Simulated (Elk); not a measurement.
An input for Elk 11.2.3 (patched build) (GaAs (F-43m)):

```
tasks
  180

xctype
  20

rgkmax
  8.5

gmaxvr
  18.0

lmaxapw
  10

lmaxo
  8

nxlo
  2

lorbcnd
  .true.

autolinengy
  .true.

tshift
  .false.

ngridk
  6 6 6

vkloff
  0.05 0.15 0.25

nempty
  10

swidth
  0.00551

scissor
  0.04374

gmaxrf
  2.5

wplot
  214 100 0
  0.0 0.3935

optcomp
  1 1
  2 2
  3 3

sppath
  './'

avec
  0.0000000000 5.3419722954 5.3419722954
  5.3419722954 0.0000000000 5.3419722954
  5.3419722954 5.3419722954 0.0000000000

atoms
  2
  'Ga.in'
  1
  0.0000000000 0.0000000000 0.0000000000
  'As.in'
  1
  0.2500000000 0.2500000000 0.2500000000
```

```sh
OMP_NUM_THREADS=8 elk > log
```

Q: Estimate wall time and host memory on 8 threads of Arm Neoverse V1, shared host.

It took 6.1 min; on shared hardware allow 3.1 min to 12 min. Peak host memory was 0.18 GiB.

[Paths, hosts, dates, memory and timing lines, banners, echoed tables and standing remarks are left out of the program output.]

[Logs are printed without paths, hosts, clocks, repeated set-up lines and the standing remarks that a program may print on its own settings, such as how far it seeks lower states.]

[Runs of the session that timed out or met a known fault of the program may be left out.]

[Hosts, paths, dates, database ids (printed as entryN), source tags and the programs' standing remarks are cut or masked in the printed files.]
